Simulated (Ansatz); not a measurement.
Rows from a G0W0 calculation on CsSnI3 (Pm-3m) (Ansatz 0.2.0; G0W0 on PBEsol, plane waves, PAW; PAW set soft_1; 2×2×2 mesh, 564 empty bands, screening to 100 eV, PAW set soft_1 files), in eV. Spin-orbit coupling is left out.

| row | k | band | start | Σx | Σc at the solution | Vxc |
| --- | --- | --- | --- | --- | --- | --- |
| A | (-0.500, -0.500, -0.500) | c1 | 4.978 | -7.633 | -3.798 | -11.648 |
| B | (-0.500, -0.500, -0.500) | v1 | 4.634 | -17.058 | 1.022 | -15.699 |
| C | (-0.500, -0.500, -0.500) | v2 | 3.220 | -17.448 | 2.338 | -14.473 |

Q: Work out each quasiparticle level and how far it moved.

The quasiparticle equation reads E = start + Σx + Σc(E) − Vxc.

| row | E (eV) | shift (eV) |
| --- | --- | --- |
| A | 5.196 | +0.218 |
| B | 4.297 | −0.337 |
| C | 2.583 | −0.637 |

The gap over the computed points goes from 0.34 eV to 0.90 eV.

Limits: not at the basis limit; screening runs away on this mesh; no spin-orbit coupling; coarse k mesh.

[Runs of the session that timed out or met a known fault of the program may be left out.]

[Cells called generated may have been cut or substituted from an entry of the Crystallography Open Database or the Materials Project.]

[Hosts, paths, dates, database ids (printed as entryN), source tags and the programs' standing remarks are cut or masked in the printed files.]
